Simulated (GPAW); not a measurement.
## A Ga chain with one atom pushed aside at constant bond length: a series of junctions

Aim: how the conductance and the thermopower change along a series of junctions, a Ga chain with one atom pushed aside at constant bond length.

Method: GPAW LCAO, PAW setups; Landauer transmission from Green's functions with principal layers (ASE), zero bias, in GPAW 26.7.0.

## (1) The starting structure

The cell holds 11 atoms: 11 Ga. Its edges and angles: a = 9.000 Å, b = 9.000 Å, c = 28.015 Å, α = 90.0°, β = 90.0°, γ = 90.0°. Regions: left lead, 5 atoms (5 Ga); channel, 1 atom (1 Ga); right lead, 5 atoms (5 Ga). Vacuum lies along a and b. The structure is stacked along c, and the current runs across the ab planes.

## (2) Junction, offset 0.3 Å

The structure changes from member to member while basis and functional stay, so that the trend is less open to errors of the level than any single value.

Input file run.py:

```python
import json
import numpy as np
from ase import Atoms
from ase.transport.calculators import TransportCalculator
from gpaw import GPAW, FermiDirac
from gpaw.lcao.tools import get_lcao_hamiltonian
from scipy.linalg import eigh

# The junction with lead layers at both ends, along the third cell vector
device = Atoms(
    ['Ga', 'Ga', 'Ga', 'Ga', 'Ga', 'Ga', 'Ga', 'Ga', 'Ga', 'Ga', 'Ga'],
    positions=[
        [4.50000, 4.50000, 1.27500],
        [4.50000, 4.50000, 3.82500],
        [4.50000, 4.50000, 6.37500],
        [4.50000, 4.50000, 8.92500],
        [4.50000, 4.50000, 11.47500],
        [4.80000, 4.50000, 14.00729],
        [4.50000, 4.50000, 16.53958],
        [4.50000, 4.50000, 19.08958],
        [4.50000, 4.50000, 21.63958],
        [4.50000, 4.50000, 24.18958],
        [4.50000, 4.50000, 26.73958]],
    cell=[[9.0, 0.0, 0.0], [0.0, 9.0, 0.0], [0.0, 0.0, 28.01458]],
    pbc=True)

# One principal layer of the lead: the first 3 atoms of the device
lead = Atoms(
    ['Ga', 'Ga', 'Ga'],
    positions=[
        [4.50000, 4.50000, 1.27500],
        [4.50000, 4.50000, 3.82500],
        [4.50000, 4.50000, 6.37500]],
    cell=[[9.0, 0.0, 0.0], [0.0, 9.0, 0.0], [0.0, 0.0, 7.65]],
    pbc=True)

settings = dict(mode='lcao', basis='dzp', xc='PBE', h=0.2,
                occupations=FermiDirac(0.1), maxiter=250,
                mixer=dict(beta=0.1, nmaxold=8, weight=100.0),
                convergence=dict(density=0.0001))
energies = np.arange(-3, 3 + 1e-9, 0.075)
eta = 0.0001
n1, n2 = 1, 1
# k and -k transmit alike, so half of the mesh across the current serves
mesh = [(i, j) for i in range(n1) for j in range(n2) if (i, j) <= (-i % n1, -j % n2)]
weights = np.array([1 if (i, j) == (-i % n1, -j % n2) else 2 for i, j in mesh]) / (n1 * n2)

# [... helper functions left out ...]
fermi_lead = ground_state(lead, (1, 1, 15), 'lead.txt')
fermi_device = ground_state(device, (1, 1, 3), 'device.txt')
# [... loop over the mesh left out, but for ...]
        # Shift the lead onto the potential of the device's first layer
        shift = ((H[:, 0, 0] - H0[:, 0, 0]) / S0[0, 0]).real.mean()
# [...]
kT = 8.617333e-5 * 300
bias = [0.1, 0.2, 0.5, 1.0, 1.5, 2.0]
# [... integrals and printing left out ...]
```

On the command line:

```console
$ OMP_NUM_THREADS=1 OPENBLAS_NUM_THREADS=1 python run.py
```

The log of the run:

```text
basis functions: device 143, principal layer 39
Fermi level: lead -2.8498 eV, device -2.8461 eV; lead shifted by 0.0016 eV
largest coupling past the next layer 6.03e-05 eV, largest misfit of the first layer 0.004 eV
  E-E_F (eV)   T (one spin)  [channel counts left out]
    -3.000    9.9918e-01
    -2.925    9.9917e-01
    -2.850    9.9917e-01
    -2.775    9.9917e-01
    -2.700    9.9916e-01
    -2.625    9.9916e-01
    -2.550    9.9915e-01
    -2.475    9.9914e-01
    -2.400    9.9912e-01
    -2.325    9.9911e-01
    -2.250    9.9909e-01
    -2.175    9.9907e-01
    -2.100    9.9904e-01
    -2.025    9.9901e-01
    -1.950    9.9897e-01
    -1.875    9.9893e-01
[...]
2.475    2.9972e+00
     2.550    2.9972e+00
     2.625    2.9971e+00
     2.700    2.9971e+00
     2.775    2.9970e+00
     2.850    2.9969e+00
     2.925    2.9967e+00
     3.000    2.9965e+00
conductance at 300 K: 2.8971 G0 a cell; thermopower -1.059 uV/K
current from the zero-bias T(E) at 0.1 V: 22.437 uA
current from the zero-bias T(E) at 0.2 V: 44.801 uA
current from the zero-bias T(E) at 0.5 V: 108.35 uA
current from the zero-bias T(E) at 1.0 V: 187.44 uA
current from the zero-bias T(E) at 1.5 V: 264.34 uA
current from the zero-bias T(E) at 2.0 V: 341.48 uA
```

Wall time 37 s (1 thread of Arm Neoverse V1, shared host); peak memory 0.95 GiB.

This step gave:

| Quantity | Value |
| --- | --- |
| conductance | 2.897 G₀ |
| largest coupling past the next principal layer | 6.03e-5 eV |
| largest misfit of the first principal layer | 0.004496 eV |
| shift that aligns the lead | 0.001627 eV |
| basis functions of the junction | 143 |
| basis functions of a principal layer | 39 |
| transmission at the Fermi level (one spin) | 2.901 |

One spin. Transmission, zone mean against energy, zero at the Fermi level:

energy (eV), transmission, zone mean and a bar from the least value:
```
    -3.00       1.00 #
    -2.77       1.00 #
    -2.55       1.00 #
    -2.40       1.00 #
    -2.17       1.00 #
    -1.95       1.00 #
    -1.73       1.00 #
    -1.57       1.00 #
    -1.35       1.00 #
    -1.12       1.00 #
    -0.90       1.00 #
    -0.75       1.00 #
    -0.53       0.99 #
    -0.30       0.94 
    -0.07       2.87 ############################
     0.00       2.90 #############################
     0.07       2.92 #############################
     0.30       2.95 #############################
     0.53       2.97 ##############################
     0.75       2.98 ##############################
     0.90       2.99 ##############################
     1.12       2.99 ##############################
     1.35       2.99 ##############################
     1.57       3.00 ##############################
     1.73       3.00 ##############################
     1.95       3.00 ##############################
     2.17       3.00 ##############################
     2.40       3.00 ##############################
     2.55       3.00 ##############################
     2.77       3.00 ##############################
     3.00       3.00 ##############################
```

Not self-consistent under bias; the bias window is split evenly. Current through one cell, from the zero-bias transmission against bias:

```
bias (V)  current through one cell, from the zero-bias transmission (μA)
   0.100                                                            22.4
   0.200                                                            44.8
   0.500                                                             108
   1.000                                                             187
   1.500                                                             264
   2.000                                                             341
```

Transmission of the three most open eigenchannels against energy, zero at the Fermi level:

```
energy (eV)  channel 1  channel 2  channel 3
      -3.00      0.999    4.6e-11          0
      -2.85      0.999    4.5e-11          0
      -2.70      0.999    4.4e-11          0
      -2.55      0.999    4.4e-11          0
      -2.33      0.999    4.2e-11          0
      -2.17      0.999    4.2e-11          0
      -2.02      0.999    4.1e-11          0
      -1.88      0.999    4.0e-11          0
      -1.73      0.999    3.9e-11          0
      -1.57      0.999    3.8e-11          0
      -1.35      0.998    3.7e-11          0
      -1.20      0.998    3.6e-11          0
      -1.05      0.998    3.5e-11          0
      -0.90      0.997    3.4e-11          0
      -0.75      0.996    3.3e-11          0
      -0.60      0.994    3.2e-11          0
      -0.38      0.980    3.0e-11    1.5e-11
      -0.23      0.990      0.823      0.754
      -0.07      0.997      0.955      0.916
       0.00      0.997      0.968      0.936
       0.07      0.998      0.977      0.948
       0.23      0.998      0.986      0.962
       0.38      0.998      0.991      0.972
       0.60      0.998      0.995      0.982
       0.75      0.999      0.996      0.987
       0.90      0.999      0.998      0.990
       1.05      0.999      0.998      0.993
       1.20      0.999      0.999      0.995
       1.35      0.999      0.999      0.996
       1.57      0.999      0.999      0.997
       1.73      0.999      0.999      0.998
       1.88      0.999      0.999      0.998
       2.02      0.999      0.999      0.999
       2.17      0.999      0.999      0.999
       2.33      0.999      0.999      0.999
       2.55      0.999      0.999      0.999
       2.70      0.999      0.999      0.999
       2.85      0.999      0.999      0.998
       3.00      0.999      0.999      0.998
```

Couplings past the next layer reach 6.0e-5 eV, small enough to drop; the matrix elements of the cell's first layer differ from the bulk lead's by up to 0.0045 eV. That layer keeps its own values in the calculation, and only beyond it is the lead taken as perfect. The Fermi levels of lead and junction count from different zeros of potential, one for each periodic cell; with both set to zero, the small remaining shift is what aligns them. By hand: G = 2.897 × 77.48 μS = 224 μS, a resistance of 4.45 kΩ; at 0.1 V a linear junction would pass 22.4 μA, and the integral over the bias window gives 22.4 μA.

## (3) Member of the series: offset = 0.6

The cell differs from the one that the last finished run ended in (c 28.015 → 27.907 Å).

Changes to run.py since step 2:

```diff
@@ -17,9 +17,9 @@
         [4.50000, 4.50000, 11.47500],
-        [4.80000, 4.50000, 14.00729],
-        [4.50000, 4.50000, 16.53958],
-        [4.50000, 4.50000, 19.08958],
-        [4.50000, 4.50000, 21.63958],
-        [4.50000, 4.50000, 24.18958],
-        [4.50000, 4.50000, 26.73958]],
-    cell=[[9.0, 0.0, 0.0], [0.0, 9.0, 0.0], [0.0, 0.0, 28.01458]],
+        [5.10000, 4.50000, 13.95341],
+        [4.50000, 4.50000, 16.43181],
+        [4.50000, 4.50000, 18.98181],
+        [4.50000, 4.50000, 21.53181],
+        [4.50000, 4.50000, 24.08181],
+        [4.50000, 4.50000, 26.63181]],
+    cell=[[9.0, 0.0, 0.0], [0.0, 9.0, 0.0], [0.0, 0.0, 27.90681]],
     pbc=True)
```

The log of the run:

```text
basis functions: device 143, principal layer 39
Fermi level: lead -2.8498 eV, device -2.8430 eV; lead shifted by -0.0029 eV
largest coupling past the next layer 6.03e-05 eV, largest misfit of the first layer 0.011 eV
  E-E_F (eV)   T (one spin)  [channel counts left out]
    -3.000    9.9669e-01
    -2.925    9.9655e-01
    -2.850    9.9640e-01
    -2.775    9.9624e-01
    -2.700    9.9607e-01
    -2.625    9.9587e-01
    -2.550    9.9565e-01
    -2.475    9.9541e-01
    -2.400    9.9513e-01
    -2.325    9.9481e-01
    -2.250    9.9445e-01
    -2.175    9.9404e-01
    -2.100    9.9357e-01
    -2.025    9.9303e-01
    -1.950    9.9241e-01
    -1.875    9.9169e-01
[...]
2.475    2.9871e+00
     2.550    2.9863e+00
     2.625    2.9852e+00
     2.700    2.9837e+00
     2.775    2.9817e+00
     2.850    2.9792e+00
     2.925    2.9762e+00
     3.000    2.9726e+00
conductance at 300 K: 2.6872 G0 a cell; thermopower -2.535 uV/K
current from the zero-bias T(E) at 0.1 V: 20.798 uA
current from the zero-bias T(E) at 0.2 V: 41.446 uA
current from the zero-bias T(E) at 0.5 V: 98.64 uA
current from the zero-bias T(E) at 1.0 V: 170.23 uA
current from the zero-bias T(E) at 1.5 V: 244.16 uA
current from the zero-bias T(E) at 2.0 V: 319.56 uA
```

The job ended after 39 s (1 thread; peak memory 0.95 GiB).

This step gave:

```
conductance                                 : 2.687 G₀
thermopower                                 : -2.535 μV/K
largest misfit of the first principal layer : 0.01057 eV
shift that aligns the lead                  : -0.002901 eV
transmission at the Fermi level (one spin)  : 2.697
```

One spin. Table of transmission, zone mean by energy, zero at the Fermi level:

```
energy (eV)  transmission, zone mean
      -3.00                    0.997
      -2.85                    0.996
      -2.70                    0.996
      -2.55                    0.996
      -2.33                    0.995
      -2.17                    0.994
      -2.02                    0.993
      -1.88                    0.992
      -1.73                    0.990
      -1.57                    0.986
      -1.35                    0.985
      -1.20                    0.980
      -1.05                    0.974
      -0.90                    0.965
      -0.75                    0.950
      -0.60                    0.921
      -0.38                    0.760
      -0.23                     2.06
      -0.07                     2.62
       0.00                     2.70
       0.07                     2.74
       0.23                     2.80
       0.38                     2.85
       0.60                     2.89
       0.75                     2.92
       0.90                     2.93
       1.05                     2.95
       1.20                     2.96
       1.35                     2.97
       1.57                     2.98
       1.73                     2.98
       1.88                     2.98
       2.02                     2.99
       2.17                     2.99
       2.33                     2.99
       2.55                     2.99
       2.70                     2.98
       2.85                     2.98
       3.00                     2.97
```

Not self-consistent under bias; the bias window is split evenly. Current through one cell, from the zero-bias transmission against bias:

```
bias (V)  current through one cell, from the zero-bias transmission (μA)
   0.100                                                            20.8
   0.200                                                            41.4
   0.500                                                            98.6
   1.000                                                             170
   1.500                                                             244
   2.000                                                             320
```

Table of transmission of the three most open eigenchannels by energy, zero at the Fermi level:

```
energy (eV)  channel 1  channel 2  channel 3
      -3.00      0.997    4.3e-11          0
      -2.77      0.996    4.2e-11          0
      -2.55      0.996    4.1e-11          0
      -2.40      0.995    4.1e-11          0
      -2.17      0.994    3.9e-11          0
      -1.95      0.992    3.8e-11          0
      -1.73      0.990    3.7e-11          0
      -1.57      0.986    3.6e-11          0
      -1.35      0.985    3.5e-11          0
      -1.12      0.978    3.4e-11          0
      -0.90      0.965    3.2e-11          0
      -0.75      0.950    3.1e-11          0
      -0.53      0.894    3.0e-11          0
      -0.30      0.531     6.5e-9     6.0e-9
      -0.07      0.997      0.914      0.709
       0.00      0.997      0.944      0.755
       0.07      0.997      0.960      0.786
       0.30      0.997      0.982      0.846
       0.53      0.998      0.991      0.890
       0.75      0.998      0.996      0.922
       0.90      0.999      0.997      0.938
       1.12      0.999      0.998      0.957
       1.35      0.999      0.999      0.970
       1.57      0.999      0.999      0.979
       1.73      0.999      0.999      0.983
       1.95      0.999      0.998      0.988
       2.17      0.999      0.997      0.991
       2.40      0.999      0.995      0.994
       2.55      0.999      0.995      0.992
       2.77      0.999      0.996      0.986
       3.00      0.999      0.998      0.976
```

The conductance, 2.69 G₀, lies 7.2 % below that of the member before.

## (4) Member of the series: offset = 0.9

The cell differs from the one that the last finished run ended in (c 27.907 → 27.722 Å).

Changes to run.py since step 3:

```diff
@@ -17,9 +17,9 @@
         [4.50000, 4.50000, 11.47500],
-        [5.10000, 4.50000, 13.95341],
-        [4.50000, 4.50000, 16.43181],
-        [4.50000, 4.50000, 18.98181],
-        [4.50000, 4.50000, 21.53181],
-        [4.50000, 4.50000, 24.08181],
-        [4.50000, 4.50000, 26.63181]],
-    cell=[[9.0, 0.0, 0.0], [0.0, 9.0, 0.0], [0.0, 0.0, 27.90681]],
+        [5.40000, 4.50000, 13.86090],
+        [4.50000, 4.50000, 16.24679],
+        [4.50000, 4.50000, 18.79679],
+        [4.50000, 4.50000, 21.34679],
+        [4.50000, 4.50000, 23.89679],
+        [4.50000, 4.50000, 26.44679]],
+    cell=[[9.0, 0.0, 0.0], [0.0, 9.0, 0.0], [0.0, 0.0, 27.72179]],
     pbc=True)
```

The log of the run:

```text
basis functions: device 143, principal layer 39
Fermi level: lead -2.8498 eV, device -2.8381 eV; lead shifted by -0.0026 eV
largest coupling past the next layer 6.03e-05 eV, largest misfit of the first layer 0.017 eV
  E-E_F (eV)   T (one spin)  [channel counts left out]
    -3.000    9.8428e-01
    -2.925    9.8333e-01
    -2.850    9.8231e-01
[...]
2.925    2.8453e+00
     3.000    2.8245e+00
conductance at 300 K: 2.4881 G0 a cell; thermopower -2.979 uV/K
current from the zero-bias T(E) at 0.1 V: 19.254 uA
current from the zero-bias T(E) at 0.2 V: 38.348 uA
current from the zero-bias T(E) at 0.5 V: 90.546 uA
current from the zero-bias T(E) at 1.0 V: 152.46 uA
current from the zero-bias T(E) at 1.5 V: 218.75 uA
current from the zero-bias T(E) at 2.0 V: 288.81 uA
```

Wall time 37 s (1 thread); peak memory 0.95 GiB.

One spin. Table of transmission, zone mean by energy, zero at the Fermi level:

energy (eV), transmission, zone mean and a bar:
```
    -3.00       0.98 ########
    -2.77       0.98 ########
    -2.55       0.98 ########
    -2.40       0.97 ########
    -2.17       0.97 ########
    -1.95       0.96 ########
    -1.73       0.94 ########
    -1.57       0.92 ########
    -1.35       0.91 #######
    -1.12       0.88 #######
    -0.90       0.82 ######
    -0.75       0.76 ######
    -0.53       0.60 ####
    -0.30       0.25 
    -0.07       2.41 ########################
     0.00       2.50 #########################
     0.07       2.55 ##########################
     0.30       2.65 ###########################
     0.53       2.72 ############################
     0.75       2.78 ############################
     0.90       2.82 #############################
     1.12       2.86 #############################
     1.35       2.89 #############################
     1.57       2.91 ##############################
     1.73       2.92 ##############################
     1.95       2.93 ##############################
     2.10       2.93 ##############################
     2.17       2.93 ##############################
     2.40       2.92 ##############################
     2.55       2.91 ##############################
     2.77       2.88 #############################
     3.00       2.82 #############################
```

The conductance, 2.49 G₀, lies 7.4 % below that of the member before.

(Part 1 of 2 ends here.)

[Logs are printed without paths, hosts, clocks, repeated set-up lines and the standing remarks that a program may print on its own settings, such as how far it seeks lower states.]

[Hosts, paths, dates, database ids (printed as entryN), source tags and the programs' standing remarks are cut or masked in the printed files.]
